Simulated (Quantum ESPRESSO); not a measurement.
# NaLiMnS2: parallel moments in the primitive cell, part 2 of 2

Wanted: the size of the moments of NaLiMnS2 in the parallel state.

Quantum ESPRESSO 7.5; PBEsol with U = 2.4 eV on Mn d (ortho-atomic projectors); plane waves with GBRV 1.5 PBEsol potentials, no spin-orbit coupling.

So far, absolute magnetization (μB): step 2 (start 1: ferro +) 4.99.

## (3) Run 2, typed as no spin polarisation

pw.in reads:

```
&CONTROL
  calculation = 'scf'
  prefix = 'pwscf'
  outdir = './tmp'
  pseudo_dir = './pseudo'
  disk_io = 'nowf'
/
&SYSTEM
  ibrav = 0
  nat = 5
  ntyp = 4
  ecutwfc = 40
  ecutrho = 280
  nbnd = 28
  occupations = 'smearing'
  smearing = 'fd'
  degauss = 0.00999582
/
&ELECTRONS
  conv_thr = 1d-08
  electron_maxstep = 150
  mixing_beta = 0.3
/
ATOMIC_SPECIES
Na     22.9898 na_pbesol_v1.5.uspp.F.UPF
Li      6.9400 li_pbesol_v1.4.uspp.F.UPF
Mn     54.9380 mn_pbesol_v1.5.uspp.F.UPF
S      32.0600 s_pbesol_v1.4.uspp.F.UPF
CELL_PARAMETERS angstrom
   3.7728142011    0.0000000000    0.0000000000
  -1.8864071006    3.2673529419    0.0000000000
   0.0000000000    0.0000000000    6.7007200000
ATOMIC_POSITIONS crystal
Na      0.0000000000    0.0000000000    0.9838810000
Li      0.3333333300    0.6666666700    0.6390790000
Mn      0.6666666700    0.3333333300    0.3726910000
S       0.3333333300    0.6666666700    0.2866310000
S       0.6666666700    0.3333333300    0.7177170000
K_POINTS automatic
6 6 6 0 0 0
HUBBARD {ortho-atomic}
U Mn-3d 2.4000
```

Launch:

```console
$ OMP_NUM_THREADS=1 mpirun -n 2 pw.x -nk 2 -in pw.in > pw.out
```

The program printed:

```text
[banner, memory and clock lines left out]
Program PWSCF v.7.5 starts

     Message from routine setup:
     using ibrav=0 with symmetry is DISCOURAGED, use correct ibrav instead

     bravais-lattice index     =            0
     lattice parameter (alat)  =       7.1296  a.u.
     unit-cell volume          =     557.4161 (a.u.)^3
     number of atoms/cell      =            5
     number of atomic types    =            4
     number of electrons       =        39.00
     number of Kohn-Sham states=           28
     kinetic-energy cutoff     =      40.0000  Ry
     charge density cutoff     =     280.0000  Ry
     scf convergence threshold =      1.0E-08
     mixing beta               =       0.3000
     number of iterations used =            8  plain     mixing
     Exchange-correlation= SLA  PW   PSX  PSC
                           (   1   4  10   8   0   0   0)
     Hubbard projectors: ortho-atomic
     Hubbard parameters of DFT+U (Dudarev formulation) in eV:
     U(Mn-3d) =  2.4000

     Internal variables: lda_plus_u =T, lda_plus_u_kind = 0

     Internal variables: orbital_resolved =F, hub_pot_fix =F, apply_U = F

     celldm(1)=   7.129586  celldm(2)=   0.000000  celldm(3)=   0.000000
     celldm(4)=   0.000000  celldm(5)=   0.000000  celldm(6)=   0.000000

     crystal axes: (cart. coord. in units of alat)
               a(1) = (   1.000000   0.000000   0.000000 )
               a(2) = (  -0.500000   0.866025   0.000000 )
               a(3) = (   0.000000   0.000000   1.776054 )

     reciprocal axes: (cart. coord. in units 2 pi/alat)
               b(1) = (  1.000000  0.577350 -0.000000 )
               b(2) = (  0.000000  1.154701  0.000000 )
               b(3) = (  0.000000 -0.000000  0.563046 )

     PseudoPot. # 1 for Na read from file:
     na_pbesol_v1.5.uspp.F.UPF
     Pseudo is Ultrasoft, Zval =  9.0

     PseudoPot. # 2 for Li read from file:
     li_pbesol_v1.4.uspp.F.UPF
     Pseudo is Ultrasoft, Zval =  3.0

     PseudoPot. # 3 for Mn read from file:
     mn_pbesol_v1.5.uspp.F.UPF
     Pseudo is Ultrasoft + core correction, Zval = 15.0

     PseudoPot. # 4 for S  read from file:
     s_pbesol_v1.4.uspp.F.UPF
     Pseudo is Ultrasoft + core correction, Zval =  6.0

     atomic species   valence    mass     pseudopotential
     Na                9.00    22.98980     Na( 1.00)
     Li                3.00     6.94000     Li( 1.00)
     Mn               15.00    54.93800     Mn( 1.00)
     S                 6.00    32.06000     S ( 1.00)

      6 Sym. Ops. (no inversion) found

   Cartesian axes

     site n.     atom                  positions (alat units)
         1        Na     tau(   1) = (   0.0000000   0.0000000   1.7474253  )
         2        Li     tau(   2) = (  -0.0000000   0.5773503   1.1350385  )
         3        Mn     tau(   3) = (   0.5000000   0.2886751   0.6619192  )
         4        S      tau(   4) = (  -0.0000000   0.5773503   0.5090720  )
         5        S      tau(   5) = (   0.5000000   0.2886751   1.2747038  )

     number of k points=    34  Fermi-Dirac smearing, width (Ry)=  0.0100
                       cart. coord. in units 2pi/alat
        k(    1) = (   0.0000000   0.0000000   0.0000000), wk =   0.0092593
        k(    2) = (   0.0000000   0.0000000   0.0938410), wk =   0.0185185
        k(    3) = (   0.0000000   0.0000000   0.1876820), wk =   0.0185185
        k(    4) = (   0.0000000   0.0000000  -0.2815230), wk =   0.0092593
        k(    5) = (   0.0000000   0.1924501   0.0000000), wk =   0.0555556
        [... 29 further k-points ...]

     Dense  grid:    43969 G-vectors     FFT dimensions: (  40,  40,  72)

     Smooth grid:    19101 G-vectors     FFT dimensions: (  30,  30,  54)

     Check: negative core charge=   -0.000021

     Initial potential from superposition of free atoms

     starting charge      38.0426, renormalised to      39.0000

     STARTING HUBBARD OCCUPATIONS:

     =================== HUBBARD OCCUPATIONS ===================
     ------------------------ ATOM    3 ------------------------
     Tr[ns(  3)] =   5.00000
     [... lines left out ...]
     Number of occupied Hubbard levels =    5.0000

     Atomic wfc used for Hubbard projectors are orthogonalized

     Starting wfcs are   31 randomized atomic wfcs

     Self-consistent Calculation

     iteration #  1     ecut=    40.00 Ry     beta= 0.30
     Davidson diagonalization with overlap
     ethr =  1.00E-02,  avg # of iterations =  4.9

     =================== HUBBARD OCCUPATIONS ===================
     ------------------------ ATOM    3 ------------------------
     Tr[ns(  3)] =   4.55985
     [... lines left out ...]
     Number of occupied Hubbard levels =    4.5599

     total energy              =    -367.96042804 Ry
     estimated scf accuracy    <       2.51731784 Ry

     iteration #  2     ecut=    40.00 Ry     beta= 0.30
     Davidson diagonalization with overlap
     ethr =  6.45E-03,  avg # of iterations =  3.0

     total energy              =    -367.59442419 Ry
     estimated scf accuracy    <      10.54624242 Ry

     [... further iterations left out ...]

     iteration # 15     ecut=    40.00 Ry     beta= 0.30
     Davidson diagonalization with overlap
     ethr =  1.60E-10,  avg # of iterations =  2.2

     total energy              =    -368.72098946 Ry
     estimated scf accuracy    <       0.00000004 Ry

     iteration # 16     ecut=    40.00 Ry     beta= 0.30
     Davidson diagonalization with overlap
     ethr =  9.87E-11,  avg # of iterations =  2.0

     End of self-consistent calculation

     =================== HUBBARD OCCUPATIONS ===================
     ------------------------ ATOM    3 ------------------------
     Tr[ns(  3)] =   5.90821
     [... lines left out ...]
     Number of occupied Hubbard levels =    5.9082
     [... lines left out ...]
     the Fermi energy is     6.9569 ev

!    total energy              =    -368.72098951 Ry
     estimated scf accuracy    <          2.6E-09 Ry
     smearing contrib. (-TS)   =      -0.00779813 Ry
     internal energy E=F+TS    =    -368.71319138 Ry

     The total energy is F=E-TS. E is the sum of the following terms:
     one-electron contribution =    -250.26725732 Ry
     hartree contribution      =     135.93990277 Ry
     xc contribution           =     -60.63640310 Ry
     ewald contribution        =    -193.90975928 Ry
     Hubbard energy            =       0.16032555 Ry

     convergence has been achieved in  16 iterations
```

Run time: 70 s. Hardware: 2 MPI ranks of Arm Neoverse N1, shared host; peak memory 0.38 GiB.

Numbers from this step:

```
smearing term TS : 0.1061 eV
final state      : non-magnetic (no spin polarisation)
```

## (4) The states side by side

An order is kept where moments of 0.15 μB or more survive with the typed signs; meshes match where a doubled cell samples the same k points as the first cell.

Orders:

```csv
start,final state,typed order kept,energy over the lowest (meV a seeded atom),largest site moment (μB),net moment (μB a cell of the first run),mesh matched,CPU time (s)
ferro +,ferromagnetic,yes,0,3.938,4.966,yes,218.5
no spin polarisation,non-magnetic,-,2276,0,0,yes,137.1
```

## (5) Occupations of the corrected shells in the lowest state

Occupations of the Hubbard shells:

| block | type | shell | spin | electrons | occupation numbers |
| --- | --- | --- | --- | --- | --- |
| 3 | Mn | 3d | up | 4.883 | 0.970 0.971 0.971 0.986 0.986 |
| 3 | Mn | 3d | down | 0.523 | 0.066 0.066 0.123 0.123 0.146 |

## (6) Results

```yaml
state_found: ferromagnetic (from ferro +)
largest_site_moment: 3.94 μB
state_without_moments_under_the_same_u: 2276 meV a seeded atom higher
```

**Reading.** Under a U the spinless run pays the Hubbard penalty of a partly filled shell, so its energy overstates what forming the moments gains. No opposed start was run, so this says nothing of the order that the crystal takes. Energies are free energies at an electronic temperature of 1580 K, which lowers moments and differences where the moments are itinerant. In another run degenerate orbitals of a corrected shell are partly filled, so under the U its energy may be too high.

[Logs and program files are shortened in this print: banners, set-up blocks, solver, clock and traceback lines can be left out without a mark of their own.]

[Logs are printed without paths, hosts, clocks, repeated set-up lines and the standing remarks that a program may print on its own settings, such as how far it seeks lower states.]

[Hosts, paths, dates, database ids (printed as entryN), source tags and the programs' standing remarks are cut or masked in the printed files.]

[Where a cell is said to come from a database of computed structures, the database is the Materials Project.]
